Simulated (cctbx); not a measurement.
# Solving a structure by charge flipping

Cell a = 3.5330 Å, b = 3.5330 Å, c = 3.7670 Å, α = 90.00°, β = 90.00°, γ = 120.00°; space group P6/mmm (no. 191); content Na1 N2.

Simulated single-crystal data (cctbx): Mo Kα, λ = 0.71073 Å, to d = 0.8 Å, 70 % of the full sphere, strongest reflection 70000 counts, noise from counting, a 1.5 % proportional error and a noise floor of 4 counts (s.d.); no absorption.

Charge flipping in P1 on normalised amplitudes to 0.8 Å, δ = 1.1 σ, 20 % of the reflections treated as weak, 100 cycles:

```text
cycle      R  skewness
    0  0.540     0.44
    8  0.331     3.59
   16  0.239     3.88
   24  0.237     3.74
   32  0.224     3.65
   40  0.218     3.51
   48  0.208     3.54
   56  0.230     3.44
   64  0.226     3.32
   72  0.241     3.43
   80  0.238     3.45
   88  0.221     3.51
   96  0.220     3.50
origin shift          correlation  skewness
 0.433  0.259  0.159      0.999      6.04
 0.049  0.543  0.102      0.881      4.21
 0.028  0.536  0.197      0.888      4.55
 0.049  0.543  0.102      0.881      4.21
taken: symmetry correlation 0.999, skewness 6.04
peak      x       y       z  mult  height/sigma
Q1    0.0000  0.0000  0.0000    1     13.6
Q2    0.3333  0.6667  0.5000    2      7.7
Q3    0.3333  0.6667  0.2345    4      0.6
Q4    0.0000  0.0000  0.3404    2      0.6
Q5    0.0000  0.5000  0.3499    6      0.4
Q6    0.1561  0.3121  0.2047   12      0.3
Q7    0.0000  0.2778  0.5000    6     -0.0
```

The origin is taken among those within 0.04 of the best correlation, by the skewness of the map.

It took 0.35 s on 1 thread of Arm Neoverse V2, with other jobs on the host, peak memory 0.07 GiB.

**Question.** Which peaks are atoms, and which elements?

Heights go roughly as Z and multiplicities must add up to the content. First model: Q1 = Na1 (1 in the cell, height 13.6) and Q2 = N1 (2 in the cell, height 7.7). Against the true structure, Q1 is Na and Q2 is N; the other peaks are not atoms.

Least squares on F², isotropic:

```text
Rint 0.012, 30 unique reflections to 0.80 A
cycle     R1     wR2    GooF  max shift (A)
   1  0.1048  0.2265  29.664   0.00000
   2  0.0042  0.0077   1.014   0.00000
final R1 0.0042 wR2 0.0077 GooF 1.014  parameters 2  data/parameter 15.0
atom        x        y        z      Ueq    occ   su(xyz)  su(Uiso or U11)
Na1    0.00000  0.00000  0.00000   0.0063  1.000  0.00000  0.0001
N1     0.33333  0.66667  0.50000   0.0066  1.000  0.00000  0.0001
difference map: max 0.03 min -0.02 rms 0.01
Q1    0.0000  0.2981  0.3576   12    0.03  1.36 A from N1
Q2    0.1707  0.3413  0.0000    6    0.02  1.04 A from Na1
Q3    0.0000  0.3946  0.2012   12    0.02  1.56 A from N1
Q4    0.0000  0.0000  0.2463    2    0.02  0.93 A from Na1
Q5    0.0000  0.3889  0.5000    6    0.02  1.09 A from N1
```

Anisotropic refinement:

```text
Rint 0.012, 30 unique reflections to 0.80 A
cycle     R1     wR2    GooF  max shift (A)
   1  0.0042  0.0078   1.059   0.00000
   2  0.0042  0.0076   1.027   0.00000
final R1 0.0042 wR2 0.0076 GooF 1.027  parameters 4  data/parameter 7.5
atom        x        y        z      Ueq    occ   su(xyz)  su(Uiso or U11)
Na1    0.00000  0.00000  0.00000   0.0063  1.000  0.00000  0.0001
N1     0.33333  0.66667  0.50000   0.0066  1.000  0.00000  0.0001
difference map: max 0.03 min -0.02 rms 0.01
Q1    0.0000  0.2977  0.3540   12    0.03  1.36 A from N1
Q2    0.1717  0.3434  0.0000    6    0.03  1.05 A from Na1
Q3    0.0000  0.0000  0.2110    2    0.02  0.79 A from Na1
Q4    0.0000  0.2222  0.5000    6    0.02  1.42 A from N1
Q5    0.0000  0.3884  0.2125   12    0.02  1.54 A from N1
Q6    0.0000  0.0000  0.5000    1    0.01  1.88 A from Na1
```

**Reading.** The refinement ends at R1 = 0.0042, wR2 = 0.0076, GooF = 1.03, with difference density between -0.02 and 0.03 e/Å³. Every site matches the true model in element, within 0.001 Å r.m.s., up to an allowed shift of origin.

True model:

| atom | mult. | x | y | z | Ueq (Å²) |
| --- | --- | --- | --- | --- | --- |
| Na1 | 1 | 0 | 0 | 0 | 0.0064 |
| N1 | 2 | 2/3 | 1/3 | 1/2 | 0.0067 |

The model is made up (kin elements in a known structure type, no relaxation), so it says nothing on whether the phase exists.

[Middle refinement cycles are left out of these outputs.]

[Logs are printed without paths, hosts, clocks, repeated set-up lines and the standing remarks that a program may print on its own settings, such as how far it seeks lower states.]
